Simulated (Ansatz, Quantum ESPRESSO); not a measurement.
**Hf (Im-3m): from the cell to the phonon bands**

How does Hf (Im-3m) vibrate, and is this structure a minimum?

Program: Quantum ESPRESSO 7.5. Level of theory: DFT LDA, scalar-relativistic, plane waves, PseudoDojo norm-conserving pseudopotentials. Results are calculated unless marked as measured.

This is not the structure that Hf takes at ambient pressure and room temperature (hexagonal, No. 194); it is a model or a phase of other conditions.

## 1. Set-up

The structure is cubic, space group Im-3m (No. 229). Conventional cell: a = 3.610 Å, b = 3.610 Å, c = 3.610 Å, α = 90.00°, β = 90.00°, γ = 90.00°. Nearest to Hf lie 8 Hf at 3.13 Å.

Coordinates:

```cif
data_structure
_symmetry_space_group_name_H-M 'P 1'
_symmetry_Int_Tables_number 1
_cell_length_a 3.1264
_cell_length_b 3.1264
_cell_length_c 3.1264
_cell_angle_alpha 70.529
_cell_angle_beta 109.471
_cell_angle_gamma 70.529
_cell_volume 23.52
loop_
_atom_site_label
_atom_site_type_symbol
_atom_site_fract_x
_atom_site_fract_y
_atom_site_fract_z
_atom_site_occupancy
Hf1 Hf 0.00000 0.00000 0.00000 1
```

## 2. A first look

Before anything dear is run, a loose run with smearing shows whether this is a metal and how far the cell is from rest.

The input, probe.in:

```
 &control
    calculation='scf',
    prefix='x',
    outdir='./tmp',
    pseudo_dir='./pseudo',
    tprnfor=.true.,
    tstress=.true.,
    verbosity='high',
 /
 &system
    ibrav=3,
    celldm(1)=6.82191131,
    nat=1,
    ntyp=1,
    ecutwfc=58.0,
    occupations='smearing',
    smearing='gaussian',
    degauss=0.01,
 /
 &electrons
    conv_thr=1.0d-07,
    mixing_beta=0.7,
    electron_maxstep=100,
 /
ATOMIC_SPECIES
 Hf    178.4900  Hf.upf
ATOMIC_POSITIONS crystal
 Hf     0.000000000   0.000000000   0.000000000
K_POINTS automatic
 8 8 8 0 0 0
```

Command:

```bash
> OMP_NUM_THREADS=1 mpirun -n 4 pw.x -nk 4 -in probe.in > probe.out
```

What it wrote:

```text
[banners, grids, parts of the stress and lines that vanish by symmetry left out]
Program PWSCF v.7.5
     bravais-lattice index     =            3
     lattice parameter (alat)  =       6.8219  a.u.
[...]
kinetic-energy cutoff     =      58.0000  Ry
     charge density cutoff     =     232.0000  Ry
     scf convergence threshold =      1.0E-07
[...]
Exchange-correlation= SLA  PW   NOGX NOGC
                           (   1   4   0   0   0   0   0)
[...]
48 Sym. Ops., with inversion, found
[...]
(     0          1          0      )
                  (     0          0          1      )
[...]
(  0.0000000  1.0000000  0.0000000 )
                  (  0.0000000  0.0000000  1.0000000 )
[...]
(     1         -1          1      )
                  (     1          0          0      )
[...]
(  1.0000000  0.0000000  0.0000000 )
                  (  0.0000000 -1.0000000  0.0000000 )
[...]
(     1          0          0      )
                  (     0          0         -1      )
[...]
( -1.0000000  0.0000000  0.0000000 )
                  (  0.0000000  1.0000000  0.0000000 )
[...]
number of k points=    29  Gaussian smearing, width (Ry)=  0.0100
[...]
End of self-consistent calculation
[...]
the Fermi energy is    13.1291 ev
!    total energy              =    -112.87298326 Ry
[...]
convergence has been achieved in   5 iterations
[...]
atom    1 type  1   force =     0.00000000    0.00000000    0.00000000
[...]
Total force =     0.000000     Total SCF correction =     0.000000
[...]
total   stress  (Ry/bohr**3)                   (kbar)     P=     -136.29
[...]
XML data file, charge density, pseudopotentials, collected wavefunctions

   JOB DONE.
```

The job ended after 2 s (4 MPI ranks of Arm Neoverse V1, shared host; 7.8 s of CPU time).

Read from the output:

```
volume per atom   : 23.52 Å³
pressure          : -13.63 GPa
gap on the k-mesh : 0 eV
```

No gap opens on this mesh, so smearing is kept; the start stands at -14 GPa.

## 3. Relaxation

Frequencies change by per cents with a per cent of volume, so the structure is first brought to rest at this level of theory.

The input, relax.in:

```
 &control
    calculation='vc-relax',
    prefix='x',
    outdir='./tmp',
    pseudo_dir='./pseudo',
    tprnfor=.true.,
    tstress=.true.,
    forc_conv_thr=2.0d-05,
    etot_conv_thr=1.0d-07,
    nstep=40,
 /
 &system
    ibrav=3,
    celldm(1)=6.82191131,
    nat=1,
    ntyp=1,
    ecutwfc=58.0,
    occupations='smearing',
    smearing='mv',
    degauss=0.02,
 /
 &electrons
    conv_thr=1.0d-11,
    mixing_beta=0.7,
    electron_maxstep=100,
 /
 &ions
 /
 &cell
    press_conv_thr=0.1,
 /
ATOMIC_SPECIES
 Hf    178.4900  Hf.upf
ATOMIC_POSITIONS crystal
 Hf     0.000000000   0.000000000   0.000000000
K_POINTS automatic
 12 12 12 0 0 0
```

Command:

```bash
> OMP_NUM_THREADS=1 mpirun -n 4 pw.x -nk 4 -in relax.in > relax.out
```

What it wrote:

```text
[banners, grids, parts of the stress and lines that vanish by symmetry left out]
[banner, memory and clock lines left out]
Program PWSCF v.7.5

[...]
kinetic-energy cutoff     =      58.0000  Ry
     charge density cutoff     =     232.0000  Ry
     scf convergence threshold =      1.0E-11
[...]
energy convergence thresh.=      1.0E-07
     force convergence thresh. =      2.0E-05
     press convergence thresh. =      1.0E-01
     Exchange-correlation= SLA  PW   NOGX NOGC
                           (   1   4   0   0   0   0   0)
[...]
48 Sym. Ops., with inversion, found
[...]
number of k points=    72  Marzari-Vanderbilt smearing, width (Ry)=  0.0200
[...]
End of self-consistent calculation
[...]
the Fermi energy is    13.1259 ev
!    total energy              =    -112.87171214 Ry
[...]
convergence has been achieved in   8 iterations
[...]
atom    1 type  1   force =     0.00000000    0.00000000    0.00000000
     Total force =     0.000000     Total SCF correction =     0.000000
[...]
total   stress  (Ry/bohr**3)                   (kbar)     P=     -136.85
[...]
number of bfgs steps    =   0
[...]
CELL_PARAMETERS (alat=  6.82191131)
[...]
ATOMIC_POSITIONS (crystal)
Hf               0.0000000000        0.0000000000        0.0000000000
[...]
New effective cutoffs (rho, wfc):  241.86   60.78
[...]
End of self-consistent calculation
[...]
the Fermi energy is    14.2432 ev
!    total energy              =    -112.87996959 Ry
[...]
convergence has been achieved in   6 iterations
[...]
atom    1 type  1   force =     0.00000000    0.00000000    0.00000000
     Total force =     0.000000     Total SCF correction =     0.000000
[...]
total   stress  (Ry/bohr**3)                   (kbar)     P=      -84.64
[...]
number of bfgs steps    =   1
[...]
CELL_PARAMETERS (alat=  6.82191131)
[...]
ATOMIC_POSITIONS (crystal)
Hf               0.0000000000        0.0000000000        0.0000000000
[...]
New effective cutoffs (rho, wfc):  259.33   65.18
[...]
End of self-consistent calculation
[...]
the Fermi energy is    16.0318 ev
!    total energy              =    -112.88345369 Ry
[...]
convergence has been achieved in   8 iterations
[...]
atom    1 type  1   force =     0.00000000    0.00000000    0.00000000
     Total force =     0.000000     Total SCF correction =     0.000000
[...]
total   stress  (Ry/bohr**3)                   (kbar)     P=       23.46
[...]
number of bfgs steps    =   2
[...]
CELL_PARAMETERS (alat=  6.82191131)
[...]
ATOMIC_POSITIONS (crystal)
Hf               0.0000000000        0.0000000000        0.0000000000
[...]
New effective cutoffs (rho, wfc):  255.59   64.24
[...]
End of self-consistent calculation
[...]
the Fermi energy is    15.6450 ev
!    total energy              =    -112.88365954 Ry
[...]
convergence has been achieved in   6 iterations
[...]
atom    1 type  1   force =     0.00000000    0.00000000    0.00000000
     Total force =     0.000000     Total SCF correction =     0.000000
[...]
total   stress  (Ry/bohr**3)                   (kbar)     P=       -2.42
[...]
number of bfgs steps    =   3
[...]
CELL_PARAMETERS (alat=  6.82191131)
[...]
ATOMIC_POSITIONS (crystal)
Hf               0.0000000000        0.0000000000        0.0000000000
[...]
New effective cutoffs (rho, wfc):  255.94   64.32
[...]
End of self-consistent calculation
[...]
the Fermi energy is    15.6813 ev
!    total energy              =    -112.88366190 Ry
[...]
convergence has been achieved in   5 iterations
[...]
atom    1 type  1   force =     0.00000000    0.00000000    0.00000000
     Total force =     0.000000     Total SCF correction =     0.000000
[...]
total   stress  (Ry/bohr**3)                   (kbar)     P=       -0.05
[...]
number of bfgs steps    =   4
[...]
small trust_radius: resetting bfgs history
[...]
CELL_PARAMETERS (alat=  6.82191131)
[...]
ATOMIC_POSITIONS (crystal)
Hf               0.0000000000        0.0000000000        0.0000000000
[...]
New effective cutoffs (rho, wfc):  255.94   64.33
[...]
End of self-consistent calculation
[...]
the Fermi energy is    15.6817 ev
!    total energy              =    -112.88366190 Ry
[...]
convergence has been achieved in   3 iterations
[...]
atom    1 type  1   force =     0.00000000    0.00000000    0.00000000
     Total force =     0.000000     Total SCF correction =     0.000000
[...]
total   stress  (Ry/bohr**3)                   (kbar)     P=       -0.02
[...]
bfgs converged in   6 scf cycles and   5 bfgs steps
[...]
End of BFGS Geometry Optimization
     Final enthalpy           =    -112.8836618988 Ry
     File ./tmp/x.bfgs deleted, as requested
[...]
CELL_PARAMETERS (alat=  6.82191131)
[...]
ATOMIC_POSITIONS (crystal)
Hf               0.0000000000        0.0000000000        0.0000000000
[...]
Final scf calculation at the relaxed structure.
[...]
kinetic-energy cutoff     =      58.0000  Ry
     charge density cutoff     =     232.0000  Ry
     scf convergence threshold =      1.0E-13
[...]
press convergence thresh. =      1.0E-01
     Exchange-correlation= SLA  PW   NOGX NOGC
                           (   1   4   0   0   0   0   0)
[...]
48 Sym. Ops., with inversion, found
[...]
number of k points=    72  Marzari-Vanderbilt smearing, width (Ry)=  0.0200
[...]
c_bands:  1 eigenvalues not converged
[...]
End of self-consistent calculation
[...]
the Fermi energy is    15.6818 ev
!    total energy              =    -112.88364684 Ry
[...]
convergence has been achieved in   9 iterations
[...]
atom    1 type  1   force =     0.00000000    0.00000000    0.00000000
     Total force =     0.000000     Total SCF correction =     0.000000
[...]
total   stress  (Ry/bohr**3)                   (kbar)     P=       -0.03
[...]
XML data file, charge density, pseudopotentials, collected wavefunctions
```

Run time: 19 s. Hardware: 4 MPI ranks.

Step by step:

| step | energy less that of the first step (eV) | largest force (eV/Å) | pressure (GPa) | volume (Å³) |
| --- | --- | --- | --- | --- |
| 1 | 0.0000 | 0.0000 | -13.68 | 23.52 |
| 2 | -0.1123 | 0.0000 | -8.46 | 21.92 |
| 3 | -0.1598 | 0.0000 | 2.35 | 19.74 |
| 4 | -0.1626 | 0.0000 | -0.24 | 20.18 |
| 5 | -0.1626 | 0.0000 | -0.01 | 20.14 |
| 6 | -0.1626 | 0.0000 | 0.00 | 20.14 |
| 7 | -0.1624 | 0.0000 | 0.00 | 20.14 |

| conventional cell, symmetrised | before | after | change |
| --- | --- | --- | --- |
| a (Å) | 3.610 | 3.428 | -5.1 % |
| b (Å) | 3.610 | 3.428 | -5.1 % |
| c (Å) | 3.610 | 3.428 | -5.1 % |
| volume (Å³/atom) | 23.52 | 20.14 | -14.4 % |

Final coordinates:

```
CELL_PARAMETERS angstrom
1.71382 1.71382 1.71382
-1.71382 1.71382 1.71382
-1.71382 -1.71382 1.71382
ATOMIC_POSITIONS crystal
Hf 0.00000 0.00000 0.00000
```

The last row of the table of steps is pw.x's closing run on a basis chosen anew for the final cell, so its energy can jump.

Read from the output:

```
volume per atom : 20.14 Å³
pressure        : -0.003000 GPa
```

The volume changes by -14.4 % from the cell with which this run began.

## 4. Ground state

The response is built on this ground state, so it is converged far tighter than an energy would need. Smearing stays on, as the first look found no gap above 0.3 eV.

The input, scf.in:

```
 &control
    calculation='scf',
    prefix='x',
    outdir='./tmp',
    pseudo_dir='./pseudo',
    tprnfor=.true.,
    tstress=.true.,
 /
 &system
    ibrav=3,
    celldm(1)=6.4772889,
    nat=1,
    ntyp=1,
    ecutwfc=58.0,
    occupations='smearing',
    smearing='mv',
    degauss=0.02,
 /
 &electrons
    conv_thr=1.0d-12,
    mixing_beta=0.7,
    electron_maxstep=100,
 /
ATOMIC_SPECIES
 Hf    178.4900  Hf.upf
ATOMIC_POSITIONS crystal
 Hf     0.000000000   0.000000000   0.000000000
K_POINTS automatic
 12 12 12 0 0 0
```

Command:

```bash
> OMP_NUM_THREADS=1 mpirun -n 4 pw.x -nk 4 -in scf.in > scf.out
```

What it wrote:

```text
[banners, grids, parts of the stress and lines that vanish by symmetry left out]
[banner, memory and clock lines left out]
Program PWSCF v.7.5

[...]
kinetic-energy cutoff     =      58.0000  Ry
     charge density cutoff     =     232.0000  Ry
     scf convergence threshold =      1.0E-12
[...]
Exchange-correlation= SLA  PW   NOGX NOGC
                           (   1   4   0   0   0   0   0)
[...]
48 Sym. Ops., with inversion, found
[...]
number of k points=    72  Marzari-Vanderbilt smearing, width (Ry)=  0.0200
[...]
End of self-consistent calculation
[...]
the Fermi energy is    15.6818 ev
!    total energy              =    -112.88364684 Ry
[...]
convergence has been achieved in   9 iterations
[...]
atom    1 type  1   force =     0.00000000    0.00000000    0.00000000
     Total force =     0.000000     Total SCF correction =     0.000000
[...]
total   stress  (Ry/bohr**3)                   (kbar)     P=       -0.03
[...]
XML data file, charge density, pseudopotentials, collected wavefunctions
```

Elapsed: 4.3 s, on 4 MPI ranks.

The cell stands at -0.0030 GPa, close enough for phonons.

## 5. Levels on a dense mesh

The coupling is a sum over pairs of states at the Fermi level and needs a much denser mesh than the density does.

scf_fit.in, as its differences from scf.in of step 4:

```diff
@@ -17,5 +17,6 @@
     degauss=0.02,
+    la2F=.true.,
  /
  &electrons
-    conv_thr=1.0d-12,
+    conv_thr=1.0d-10,
     mixing_beta=0.7,
@@ -28,2 +29,2 @@
 K_POINTS automatic
- 12 12 12 0 0 0
+ 24 24 24 0 0 0
```

Command:

```bash
> OMP_NUM_THREADS=1 mpirun -n 4 pw.x -nk 4 -in scf_fit.in > scf_fit.out
```

What it wrote:

```text
[banners, grids, parts of the stress and lines that vanish by symmetry left out]
[banner, memory and clock lines left out]
Program PWSCF v.7.5

[...]
kinetic-energy cutoff     =      58.0000  Ry
     charge density cutoff     =     232.0000  Ry
     scf convergence threshold =      1.0E-10
[...]
Exchange-correlation= SLA  PW   NOGX NOGC
                           (   1   4   0   0   0   0   0)
[...]
48 Sym. Ops., with inversion, found
[...]
number of k points=   413  Marzari-Vanderbilt smearing, width (Ry)=  0.0200
[...]
End of self-consistent calculation
[...]
the Fermi energy is    15.7014 ev
!    total energy              =    -112.88360482 Ry
[...]
convergence has been achieved in   6 iterations
[...]
atom    1 type  1   force =     0.00000000    0.00000000    0.00000000
     Total force =     0.000000     Total SCF correction =     0.000000
[...]
total   stress  (Ry/bohr**3)                   (kbar)     P=       -0.41
[...]
XML data file, charge density, pseudopotentials, collected wavefunctions
```

Elapsed: 15 s, on 4 MPI ranks; 60 s of CPU time.

Read from the output:

* pressure: -0.04100 GPa

## 6. Self-consistent run for the response

The run on the dense mesh left its levels for the electron-phonon sums; ph.x needs the ground state on the coarse mesh, so pw.x runs once more in the same folder.

scf.in is that of step 4.

Command:

```bash
> OMP_NUM_THREADS=1 mpirun -n 4 pw.x -nk 4 -in scf.in > scf.out
```

What it wrote:

```text
[banners, grids, parts of the stress and lines that vanish by symmetry left out]
[banner, memory and clock lines left out]
Program PWSCF v.7.5

[...]
kinetic-energy cutoff     =      58.0000  Ry
     charge density cutoff     =     232.0000  Ry
     scf convergence threshold =      1.0E-12
[...]
Exchange-correlation= SLA  PW   NOGX NOGC
                           (   1   4   0   0   0   0   0)
[...]
48 Sym. Ops., with inversion, found
[...]
number of k points=    72  Marzari-Vanderbilt smearing, width (Ry)=  0.0200
[...]
End of self-consistent calculation
[...]
the Fermi energy is    15.6818 ev
!    total energy              =    -112.88364684 Ry
[...]
convergence has been achieved in   9 iterations
[...]
atom    1 type  1   force =     0.00000000    0.00000000    0.00000000
     Total force =     0.000000     Total SCF correction =     0.000000
[...]
total   stress  (Ry/bohr**3)                   (kbar)     P=       -0.03
[...]
XML data file, charge density, pseudopotentials, collected wavefunctions
```

Elapsed: 4.1 s, on 4 MPI ranks.

Read from the output:

```
pressure : -0.003000 GPa
```

[end of part 1 of 3]

[Host names and launcher messages were left out of these logs when they were recorded.]

[Logs are printed without paths, hosts, clocks, repeated set-up lines and the standing remarks that a program may print on its own settings, such as how far it seeks lower states.]

[Hosts, paths, dates, database ids (printed as entryN), source tags and the programs' standing remarks are cut or masked in the printed files.]
